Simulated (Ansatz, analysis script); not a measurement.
# Magnetovolume effects in a free-standing square W monolayer, spacing 3.288 Å

Wanted: energy and moment of a free-standing square W monolayer, spacing 3.288 Å against in-plane size, with typed moments, small moments and no spin.

Main program and level: Ansatz 0.2.0; PBE with U = 2 eV on W d, PAW set soft_2.

### 1. Set-up

The cell holds 1 atom: 1 W. Cell: a = 3.288 Å, b = 3.288 Å, c = 14.000 Å, α = 90.0°, β = 90.0°, γ = 90.0°. An idealised lattice of chosen spacing, in vacuum. Vacuum lies along c.

### 2. Two spin channels first

First a free collinear run, to see which state the typed moments lead to.

Contents of input.yaml:

```yaml
crystal:
  lattice:
    - [3.288, 0.0, 0.0]
    - [0.0, 3.288, 0.0]
    - [0.0, 0.0, 14.0]
  atoms:
    - { symbol: W, position: [0.0, 0.0, 0.5], spin: 1.0 }
magnetization:
  spin_polarized: true
kpoints:
  mp_grid: { grid: [7, 7, 1] }
hamiltonian:
  xc: pbe
  hubbard: { sites: [{ species: W, l: d, u_eff: 2.0 }] }
scf:
  occupations: { method: fermi_dirac, width: 0.1 }
  max_iter: 120
  convergence: { dr2_threshold: 1.0e-08 }
basis:
  ecutwfc: 300.0
output:
  write_density: true
  write_potential: true
  elf: true
  volumetric_format: npy
```

Launch:

```console
> ansatz run input.yaml --threads 1 --pin off --max-ram 2048MiB --backend cpu --events-out ev --progress --plain --runs-dir out
```

Numbers of over 12 decimals in the logs are rounded to 6 here.

The program printed:

```text
Warning: basis.ecutwfc = 300 eV is below the records' recommended 420 eV, and the density's cutoff is lower with it unless basis.ecutrho_ratio is high enough to keep the records' density cutoff: compare with a run at a higher cutoff
W: projections on atomic orbitals take those of the free atom [Kr 4d10 4f14] 5s2 5p6 5d4 6s2, of charge +0.00 (hamiltonian.pseudopotentials.projection_atoms); the dataset's partial waves leave at most 6.5e-5 of an orbital's norm unspanned inside its sphere
Engine: ansatz 0.2.0, x86_64-unknown-linux-gnu
Pseudopotentials: kind: paw
Pseudopotential: W, paw, valence charge 14, recommended cutoff 420 eV (normal), W.paw.azcp
Functional definition: PBE
  parameter kappa = 0.804
  parameter beta = 0.066725
  exchange = pbe_x(kappa = kappa, mu = beta*pi^2/3)
  correlation = pbe_c(beta = beta)
Crystal: 1 atoms, lattice volume = 151.353 Å³
Basis set: ecut = 300 eV, 1835 PW (Γ)
Bands: 12, of which v1, the nominal top of the filled ones, is band 7 counted from 1 (6 counted from 0)
Symmetry: 16 space group operations
Space group: P4/mmm (ITA 123), of the structure as read, at distance tolerance 5.3e-5 Å
Magnetic group: BNS 123.339 (UNI 999), of the structure as read, at distance tolerance 5.3e-5 Å
k-points: 10 of 49
Non-local potential: W, projectors of the file, l = 0: 3, l = 1: 2, l = 2: 2, l = 3: 1
PAW form: soft (Blöchl's): semilocal exchange-correlation on the pseudo side does not see the compensation charge
PAW one-centre angular grid: W, 590 points (default); XC on 64 Gauss nodes
Initial density: superposition of atomic densities (neutral atoms: chi_scale 0, normalization atom)
Starting moments: Σ|m| = 1 μB on 1 of 1 site
Initial wavefunctions: pseudopotential atomic-orbital guess
Functional: x = pbe(κ = 0.804, μ = 0.219515), c = pbe(β = 0.066725)
SCF iter   1: F=—  HF=-10375.902932 eV  |F-HF|=—  |Δ(HF+E_count)|=         —  Δρ=1.47e-2 (↑1.08e-2 ↓1.47e-2)  dr2=5.20e-1  dr2_m=1.46e-1  M=1.741 μB ∫|m|=1.741 μB  β_m=1.00  ethr=3.10e-3  ⟨swp⟩=5.2  Hψ=1295  notcnv=0
preconditioner: auto → none  [metal: Δε(μ)=0.019 eV  Ē_g=3.609 eV  σ=0.100 eV  W_gap=0.05  n_scr=8 (ndim 8)  ℏωp=7.4 eV  f_vac=0.649  D(μ)=4.49/eV (n_scr^D=30)  sad-step TF]
SCF iter   2: F=—  HF=-10376.391203 eV  |F-HF|=—  |Δ(HF+E_count)|=   4.88e-1  Δρ=1.28e-2 (↑1.18e-2 ↓1.28e-2)  dr2=1.43e-1  dr2_m=1.72e-1  M=2.716 μB ∫|m|=2.716 μB  β_m=1.00  ethr=3.10e-3  ⟨swp⟩=2.4  Hψ=485  notcnv=0
SCF iter   3: F=—  HF=-10376.893222 eV  |F-HF|=—  |Δ(HF+E_count)|=   5.02e-1  Δρ=8.62e-3 (↑8.62e-3 ↓7.07e-3)  dr2=4.23e-2  dr2_m=7.63e-2  M=3.329 μB ∫|m|=3.330 μB  β_m=1.00  ethr=1.02e-3  ⟨swp⟩=2.6  Hψ=410  notcnv=0
SCF iter   4: F=—  HF=-10377.178183 eV  |F-HF|=—  |Δ(HF+E_count)|=   2.85e-1  Δρ=4.73e-3 (↑4.73e-3 ↓3.56e-3)  dr2=2.16e-2  dr2_m=1.63e-2  M=3.610 μB ∫|m|=3.611 μB  β_m=1.00  ethr=3.02e-4  ⟨swp⟩=2.7  Hψ=529  notcnv=0
SCF iter   5: F=—  HF=-10377.333727 eV  |F-HF|=—  |Δ(HF+E_count)|=   1.56e-1  Δρ=4.03e-3 (↑4.03e-3 ↓2.57e-3)  dr2=2.65e-2  dr2_m=7.33e-3  M=3.773 μB ∫|m|=3.774 μB  β_m=0.30  ethr=1.54e-4  ⟨swp⟩=2.3  Hψ=354  notcnv=0
Mixer restart at iter 5: flushing history
spin-set hold released at iteration 5 (site moments contracting): the magnetisation degrees of freedom join the quasi-Newton model from the next iteration; the mixer history was flushed
SCF iter   6: F=—  HF=-10377.427164 eV  |F-HF|=—  |Δ(HF+E_count)|=   9.34e-2  Δρ=3.88e-3 (↑3.88e-3 ↓2.93e-3)  dr2=1.95e-2  dr2_m=9.71e-3  M=3.866 μB ∫|m|=3.867 μB  β_m=0.54  ethr=1.54e-4  ⟨swp⟩=1.0  Hψ=240  notcnv=0
SCF iter   7: F=—  HF=-10377.592693 eV  |F-HF|=—  |Δ(HF+E_count)|=   1.66e-1  Δρ=2.79e-3 (↑2.79e-3 ↓2.20e-3)  dr2=3.99e-3  dr2_m=7.14e-3  M=4.163 μB ∫|m|=4.164 μB  β_m=0.69  ethr=1.39e-4  ⟨swp⟩=2.0  Hψ=492  notcnv=0
SCF iter   8: F=—  HF=-10377.614598 eV  |F-HF|=—  |Δ(HF+E_count)|=   2.19e-2  Δρ=2.64e-3 (↑2.64e-3 ↓1.87e-3)  dr2=1.64e-3  dr2_m=6.17e-3  M=4.271 μB ∫|m|=4.272 μB  β_m=0.85  ethr=2.85e-5  ⟨swp⟩=2.5  Hψ=451  notcnv=0
SCF iter   9: F=—  HF=-10377.649511 eV  |F-HF|=—  |Δ(HF+E_count)|=   3.49e-2  Δρ=2.74e-3 (↑2.74e-3 ↓1.72e-3)  dr2=2.45e-3  dr2_m=6.68e-3  M=4.441 μB ∫|m|=4.442 μB  β_m=0.92  ethr=1.17e-5  ⟨swp⟩=2.0  Hψ=372  notcnv=0
SCF iter  10: F=—  HF=-10377.674581 eV  |F-HF|=—  |Δ(HF+E_count)|=   2.51e-2  Δρ=1.95e-3 (↑1.95e-3 ↓1.01e-3)  dr2=8.62e-4  dr2_m=2.81e-3  M=4.514 μB ∫|m|=4.514 μB  β_m=0.56  ethr=1.17e-5  ⟨swp⟩=2.2  Hψ=465  notcnv=0
SCF iter  11: F=—  HF=-10377.685978 eV  |F-HF|=—  |Δ(HF+E_count)|=   1.14e-2  Δρ=1.16e-3 (↑1.16e-3 ↓1.09e-3)  dr2=2.38e-3  dr2_m=4.68e-4  M=4.581 μB ∫|m|=4.581 μB  β_m=0.67  ethr=6.16e-6  ⟨swp⟩=2.5  Hψ=458  notcnv=0
SCF iter  12: F=—  HF=-10377.671012 eV  |F-HF|=—  |Δ(HF+E_count)|=   1.50e-2  Δρ=2.19e-3 (↑1.06e-3 ↓2.19e-3)  dr2=4.17e-3  dr2_m=2.62e-3  M=4.746 μB ∫|m|=4.747 μB  β_m=0.74  ethr=6.16e-6  ⟨swp⟩=3.0  Hψ=581  notcnv=0  recentre
SCF iter  13: F=—  HF=-10377.694007 eV  |F-HF|=—  |Δ(HF+E_count)|=   2.30e-2  Δρ=3.95e-4 (↑3.95e-4 ↓1.49e-4)  dr2=4.31e-4  dr2_m=4.44e-5  M=4.647 μB ∫|m|=4.647 μB  β_m=0.72  ethr=6.16e-6  ⟨swp⟩=2.6  Hψ=480  notcnv=0
SCF iter  14: F=—  HF=-10377.694330 eV  |F-HF|=—  |Δ(HF+E_count)|=   3.23e-4  Δρ=6.68e-5 (↑6.68e-5 ↓6.19e-5)  dr2=4.49e-6  dr2_m=3.84e-6  M=4.678 μB ∫|m|=4.679 μB  β_m=0.86  ethr=3.08e-6  ⟨swp⟩=2.1  Hψ=362  notcnv=0
SCF iter  15: F=—  HF=-10377.694350 eV  |F-HF|=—  |Δ(HF+E_count)|=   2.00e-5  Δρ=2.24e-5 (↑2.24e-5 ↓1.41e-5)  dr2=1.08e-7  dr2_m=4.09e-7  M=4.677 μB ∫|m|=4.678 μB  β_m=0.93  ethr=3.21e-8  ⟨swp⟩=2.0  Hψ=385  notcnv=0
SCF iter  16: F=—  HF=-10377.694353 eV  |F-HF|=—  |Δ(HF+E_count)|=   2.66e-6  Δρ=6.28e-6 (↑3.58e-6 ↓6.28e-6)  dr2=2.15e-8  dr2_m=2.96e-8  M=4.679 μB ∫|m|=4.679 μB  β_m=0.96  ethr=7.69e-10  ⟨swp⟩=2.8  Hψ=419  notcnv=0
iter 17 met the thresholds in force, and the SCF goes on: an eigenvalue changes by 0.25 meV, over its tolerance of 0.16 meV (output.eigenvalues, Limitations)
SCF iter  17: F=-10377.694353 eV  HF=-10377.694353 eV  |F-HF|=2.30e-9  |Δ(HF+E_count)|=   1.99e-7  Δρ=1.23e-6 (↑1.23e-6 ↓8.89e-7)  dr2=2.26e-9  dr2_m=1.25e-9  M=4.679 μB ∫|m|=4.680 μB  β_m=0.98  ethr=7.14e-11  ⟨swp⟩=4.6  Hψ=938  notcnv=0
SCF iter  18: F=-10377.694353 eV  HF=-10377.694353 eV  |F-HF|=1.31e-10  |Δ(HF+E_count)|=   5.54e-9  Δρ=2.43e-7 (↑2.43e-7 ↓1.94e-7)  dr2=5.46e-11  dr2_m=5.75e-11  M=4.679 μB ∫|m|=4.680 μB  ethr=1.62e-11  ⟨swp⟩=1.0  Hψ=684  notcnv=0
SCF 1 converged in 18 iterations: F = -10377.694353 eV  dr2 = 5.46e-11
  greatest PAW one-centre occupation: 1.000 electrons in one spin orbital (limit 2), on the W atom at site 0 (counted from 0), in its partial waves of l = 0
WARN: The output density's exchange-correlation potential varies sharply where the density is thin. Do not read a vacuum level from v_tot or v_xc, or from such a field of the output density. On a cell that repeats whose density bears no net charge and no dipole along the vacuum's axis use v_es (v_loc + v_h of the components); under efield.dipole_correction with no amplitude use v_es + v_field, which holds any externa [...]
SCF converged after 18 iterations
an eigenvalue changed by more than its tolerance at an iteration that met the thresholds in force, so the SCF went on 1 time: the last check found none over its tolerance
Magnetization: 4.6789 μB (9.3394 up, 4.6606 down)
Absolute magnetization: 4.6797 μB (∫|ρ↑−ρ↓|, with the PAW one-centre terms)
Spin contamination: 0.0066 ħ² per cell (⟨S²⟩ above its minimum at these occupations)
Per-site moments (μB) at R_I (Å): [(3.661069, 1.3563)]
Free energy (F): -10377.694353 eV
Harris-Foulkes:  -10377.694353 eV  (|F-HF|=1.31e-10)
Internal energy: -10377.659012 eV  (E = F + TS)
E sigma→0 (E₀):  -10377.676682 eV
Entropy (-TS):   -0.035341 eV (-35.341 meV/atom)
Fermi energy:    -1.666029 eV
--- Per-component energies (eV) ---
  E_band       = -404.258586
  E_kinetic    = 444.067895
  E_local      = -3993.286960  (includes V_loc(G=0)·N_el)
  E_nonlocal   = 6.336077
  E_hartree    = 1750.167225
  E_xc         = -261.285362
  E_vxc        = -231.440011  (∫ρ·V_xc dr)
  E_hubbard    = 0.506846  (on-site DFT+U / exact-exchange correction)
  E_vhub       = -3.612670  (the Hubbard potential's part of the band-sum identity)
  E_paw        = -8563.910403  (= ΣΔE_a)
  E_vpaw       = -126.657425  (= ΣTr[D̂ρ^β])
  E_aug_tail   = -0.000248  (compensation charges beyond the density's cutoff)
  E_ewald      = 239.745918
  E_smearing   = -0.035341  (= −TS)
  E_closure    = 0.000000  (closes the sum)
  Σ components = -10377.694353   (vs F -10377.694353, Δ=0.00e0)
--- Band table (eV; the first three rows and the last of 20) ---
  k-point 0 ↑: bands = [... 3 lower, -40.0474, -6.7668, -4.4605, -3.3987, -2.0764, -2.0764, -1.0863, -0.7848, ... 1 higher]
  k-point 1 ↑: bands = [... 3 lower, -40.0449, -6.3843, -4.2301, -3.3030, -2.7887, -2.0402, -1.3695, -0.0353, ... 1 higher]
  k-point 2 ↑: bands = [... 3 lower, -40.0397, -5.5462, -3.6238, -3.4292, -3.0504, -1.9581, -1.9261, 1.0582, ... 1 higher]
  k-point 9 ↓: bands = [... 3 lower, -37.7851, -0.8807, 1.0350, 1.1315, 1.7593, 2.6411, 2.6870, 4.8490, ... 1 higher]
Occupation matrices written to <dir>
```

The job ended after 4.5 s (1 thread of Intel Xeon Platinum 8488C (Sapphire Rapids), shared host; peak memory 0.37 GiB).

The column dr2 measures how far the density is from self-consistency, as an energy; F and HF (Harris–Foulkes) agree once it is small.

Spin moment in the atom's sphere by atom:

```
atom  spin moment in the atom's sphere (μB)
  W1                                   3.66
```

The run ends ferromagnetic, with a net moment of 4.68 μB a cell. With one W atom carrying the moment, parallel order of its images is forced by the cell, not found.

Spin density in the ca plane at fractional y = 0.000, with atoms of W within 0.2 Å of it.

Values in e/Å³, 5 rows by 16 columns, each cell a mean:
```
0.00 0.00 0.00 0.00 0.00 0.01 0.12 0.53 0.54 0.21 0.02 0.00 0.00 0.00 0.00 0.00
0.00 0.00 0.00 0.00 0.00 0.01 0.05 0.18 0.21 0.07 0.01 0.00 0.00 0.00 0.00 0.00
0.00 0.00 0.00 0.00 0.00 0.00 0.03 0.08 0.09 0.04 0.01 0.00 0.00 0.00 0.00 0.00
0.00 0.00 0.00 0.00 0.00 0.01 0.07 0.29 0.32 0.10 0.01 0.00 0.00 0.00 0.00 0.00
0.00 0.00 0.00 0.00 0.00 0.01 0.14 0.56 0.55 0.24 0.02 0.00 0.00 0.00 0.00 0.00
```
Columns run along c (14.0 Å), rows up along a (3.3 Å). Atoms in or near the plane, at fractional coordinates: W at (0.50, 0.00).

Valence density in the ca plane at fractional y = 0.000, with atoms of W within 0.2 Å of it. It is the smooth field of the valence electrons, not physical close to the nuclei.

Values in e/Å³, 5 rows by 16 columns, each cell a mean:
```
0.0 0.0 0.0 0.0 0.0 0.0 0.2 2.6 3.4 0.3 0.0 0.0 0.0 0.0 0.0 0.0
0.0 0.0 0.0 0.0 0.0 0.0 0.1 0.4 0.5 0.1 0.0 0.0 0.0 0.0 0.0 0.0
0.0 0.0 0.0 0.0 0.0 0.0 0.0 0.2 0.2 0.1 0.0 0.0 0.0 0.0 0.0 0.0
0.0 0.0 0.0 0.0 0.0 0.0 0.1 0.8 1.1 0.1 0.0 0.0 0.0 0.0 0.0 0.0
0.0 0.0 0.0 0.0 0.0 0.0 0.2 3.2 4.0 0.4 0.0 0.0 0.0 0.0 0.0 0.0
```
Columns run along c (14.0 Å), rows up along a (3.3 Å). Atoms in or near the plane, at fractional coordinates: W at (0.50, 0.00).

ELF in the ca plane at fractional y = 0.000, with atoms of W within 0.2 Å of it. It is the smooth field of the valence electrons, not physical close to the nuclei.

Values, 5 rows by 16 columns, each cell a mean:
```
0.00 0.00 0.00 0.00 0.03 0.21 0.41 0.59 0.58 0.43 0.27 0.05 0.00 0.00 0.00 0.00
0.00 0.00 0.00 0.00 0.01 0.11 0.31 0.34 0.35 0.33 0.16 0.02 0.00 0.00 0.00 0.00
0.00 0.00 0.00 0.00 0.01 0.06 0.24 0.38 0.38 0.29 0.09 0.01 0.00 0.00 0.00 0.00
0.00 0.00 0.00 0.00 0.02 0.14 0.35 0.41 0.43 0.36 0.20 0.03 0.00 0.00 0.00 0.00
0.00 0.00 0.00 0.00 0.03 0.22 0.42 0.57 0.51 0.45 0.29 0.06 0.00 0.00 0.00 0.00
```
Columns run along c (14.0 Å), rows up along a (3.3 Å). Atoms in or near the plane, at fractional coordinates: W at (0.50, 0.00).

The cell's area in the plane is scaled by the factor named; fractional positions stay, and energies count from the lowest run.

### 3. Factor 0.86, typed moments

Three starts at each size show whether high-spin, low-spin and non-magnetic states coexist. One mesh, built for the smallest cell, and one cutoff serve all sizes, so that energies can be subtracted.

input.yaml, the sections that differ from step 2:

```yaml
crystal:
  lattice:
    - [3.04916576, 0.0, 0.0]
    - [0.0, 3.04916576, 0.0]
    - [0.0, 0.0, 14.0]
  atoms:
    - { symbol: W, position: [0.0, 0.0, 0.5], spin: 1.0 }
output:
  stress: true
# magnetization, kpoints, hamiltonian, scf, basis: as in step 2
```

The program printed:

```text
[...]
Warning: output.stress: scf.convergence.dr2_threshold = 1e-8 eV is looser than the 1e-10 eV advised for a printed stress (1e-10 eV for each atom of the cell: 1). What an SCF threshold leaves in a stress goes as its square root, and in the free energy as the threshold itself, and one threshold admits the most on a small cell: [figures from the program's tests cut] Set scf.convergence.dr2_threshold to 1e-10 eV or tighter. The threshold is an SCF's pass mark: one that does not reach it within its budget of iterations ends unconverged, or closes short of it on a stop that the run arms, and scf.convergence.dr2_threshold's page says what that costs each kind of run
[...]
Crystal: 1 atoms, lattice volume = 130.164 Å³
Basis set: ecut = 300 eV, 1539 PW (Γ)
Bands: 12, of which v1, the nominal top of the filled ones, is band 7 counted from 1 (6 counted from 0)
Symmetry: 16 space group operations
[...]
k-points: 10 of 49
[...]
Starting moments: Σ|m| = 1 μB on 1 of 1 site
[...]
SCF iter   1: F=—  HF=-10377.081033 eV  |F-HF|=—  |Δ(HF+E_count)|=         —  Δρ=1.42e-2 (↑1.40e-2 ↓1.42e-2)  dr2=7.39e-1  dr2_m=1.07e-1  M=1.284 μB ∫|m|=1.284 μB  β_m=1.00  ethr=3.10e-3  ⟨swp⟩=5.4  Hψ=1361  notcnv=0
[...]
SCF iter  17: F=-10378.087232 eV  HF=-10378.087232 eV  |F-HF|=7.45e-9  |Δ(HF+E_count)|=   1.08e-7  Δρ=2.26e-6 (↑2.11e-6 ↓2.26e-6)  dr2=3.94e-9  dr2_m=4.59e-9  M=3.616 μB ∫|m|=3.616 μB  ethr=7.14e-11  ⟨swp⟩=2.8  Hψ=910  notcnv=0
SCF 1 converged in 17 iterations: F = -10378.087232 eV  dr2 = 3.94e-9
[...]
SCF converged after 17 iterations
Magnetization: 3.6156 μB (8.8078 up, 5.1922 down)
Absolute magnetization: 3.6162 μB (∫|ρ↑−ρ↓|, with the PAW one-centre terms)
[...]
Per-site moments (μB) at R_I (Å): [(2.618136, 1.257781)]
Free energy (F): -10378.087232 eV
[...]
Internal energy: -10378.053179 eV  (E = F + TS)
E sigma→0 (E₀):  -10378.070205 eV
Entropy (-TS):   -0.034054 eV (-34.054 meV/atom)
Fermi energy:    -1.008538 eV
[...]
--- Stress (GPa, compression-positive) ---
       -4.074221       0.000000       0.000000
        0.000000      -4.074221       0.000000
        0.000000       0.000000      -0.004549
  P = ⅓ Tr σ = -2.7177 GPa (-27.177 kbar)
Occupation matrices written to <dir>
```

Run time: 3.2 s. Hardware: 1 thread; peak memory 0.36 GiB.

It ends ferromagnetic, with 2.62 μB on the largest site.

### 4. Factor 0.86, starting moments cut to 30 %

The density is converged from the given moments; the state reached depends on that start.

Edit input.yaml of step 3 so:

```diff
@@ -6,3 +6,3 @@
   atoms:
-    - { symbol: W, position: [0.0, 0.0, 0.5], spin: 1.0 }
+    - { symbol: W, position: [0.0, 0.0, 0.5], spin: 0.3 }
 magnetization:
```

The program printed:

```text
[...]
Crystal: 1 atoms, lattice volume = 130.164 Å³
Basis set: ecut = 300 eV, 1539 PW (Γ)
Bands: 12, of which v1, the nominal top of the filled ones, is band 7 counted from 1 (6 counted from 0)
Symmetry: 16 space group operations
[...]
k-points: 10 of 49
[...]
Internal energy: -10378.053175 eV  (E = F + TS)
E sigma→0 (E₀):  -10378.070204 eV
Entropy (-TS):   -0.034057 eV (-34.057 meV/atom)
Fermi energy:    -1.008454 eV
[...]
--- Stress (GPa, compression-positive) ---
       -4.074300       0.000000       0.000000
        0.000000      -4.074300       0.000000
        0.000000       0.000000      -0.004672
  P = ⅓ Tr σ = -2.7178 GPa (-27.178 kbar)
Occupation matrices written to <dir>
[key lines of the parts left out:]
SCF converged after 21 iterations
Magnetization: 3.6155 μB (8.8078 up, 5.1922 down)
Free energy (F): -10378.087232 eV
```

Wall time 3.7 s (1 thread); peak memory 0.36 GiB.

It ends ferromagnetic, with 2.62 μB on the largest site.

### 5. Factor 0.94, typed moments

The density is converged from the given moments; the state reached depends on that start.

input.yaml, the sections that differ from step 4:

```yaml
crystal:
  lattice:
    - [3.18783427, 0.0, 0.0]
    - [0.0, 3.18783427, 0.0]
    - [0.0, 0.0, 14.0]
  atoms:
    - { symbol: W, position: [0.0, 0.0, 0.5], spin: 1.0 }
# magnetization, kpoints, hamiltonian, scf, basis, output: as in step 4
```

The program printed:

```text
[...]
Crystal: 1 atoms, lattice volume = 142.272 Å³
Basis set: ecut = 300 eV, 1707 PW (Γ)
Bands: 12, of which v1, the nominal top of the filled ones, is band 7 counted from 1 (6 counted from 0)
Symmetry: 16 space group operations
[...]
k-points: 10 of 49
[...]
k-point 1 ↑: bands = [... 3 lower, -39.9592, -6.4872, -4.3166, -3.2572, -2.6504, -1.7355, -0.8522, 0.1213, ... 1 higher]
  k-point 2 ↑: bands = [... 3 lower, -39.9517, -5.6049, -3.5884, -3.3991, -2.9590, -1.6394, -1.4985, 1.2723, ... 1 higher]
  k-point 9 ↓: bands = [... 3 lower, -37.7219, -1.1234, 1.0259, 1.1331, 2.0405, 2.9115, 2.9891, 5.3737, ... 1 higher]
Occupation matrices written to <dir>
[key lines of the parts left out:]
SCF converged after 2 iterations
Magnetization: 4.5149 μB (9.2575 up, 4.7425 down)
Free energy (F): -10377.819891 eV
Fermi energy:    -1.443193 eV
P = ⅓ Tr σ = -1.3729 GPa (-13.729 kbar)
```

The job ended after 9.7 s (1 thread; peak memory 0.38 GiB).

It ends ferromagnetic, with 3.45 μB on the largest site.

### 6. Factor 1, typed moments

Edit input.yaml of step 5 so:

```diff
@@ -2,4 +2,4 @@
   lattice:
-    - [3.18783427, 0.0, 0.0]
-    - [0.0, 3.18783427, 0.0]
+    - [3.288, 0.0, 0.0]
+    - [0.0, 3.288, 0.0]
     - [0.0, 0.0, 14.0]
```

The program printed:

```text
[...]
Crystal: 1 atoms, lattice volume = 151.353 Å³
Basis set: ecut = 300 eV, 1835 PW (Γ)
Bands: 12, of which v1, the nominal top of the filled ones, is band 7 counted from 1 (6 counted from 0)
Symmetry: 16 space group operations
[...]
k-points: 10 of 49
[...]
Internal energy: -10377.659012 eV  (E = F + TS)
E sigma→0 (E₀):  -10377.676682 eV
Entropy (-TS):   -0.035341 eV (-35.341 meV/atom)
Fermi energy:    -1.666029 eV
[...]
--- Stress (GPa, compression-positive) ---
       -2.267394      -0.000000       0.000000
       -0.000000      -2.267394       0.000000
        0.000000       0.000000      -0.002821
  P = ⅓ Tr σ = -1.5125 GPa (-15.125 kbar)
Occupation matrices written to <dir>
[key lines of the parts left out:]
SCF converged after 18 iterations
Magnetization: 4.6789 μB (9.3394 up, 4.6606 down)
Free energy (F): -10377.694353 eV
```

Elapsed: 3.9 s, on 1 thread; peak memory 0.37 GiB.

It ends ferromagnetic, with 3.66 μB on the largest site.

(Part 1 of 2 ends here.)

[Logs and program files are shortened in this print: banners, set-up blocks, solver, clock and traceback lines can be left out without a mark of their own.]

[Logs are printed without paths, hosts, clocks, repeated set-up lines and the standing remarks that a program may print on its own settings, such as how far it seeks lower states.]

[Hosts, paths, dates, database ids (printed as entryN), source tags and the programs' standing remarks are cut or masked in the printed files.]

[Where the input sets lower_state_search to off, the program did not look for lower states, so one may exist.]
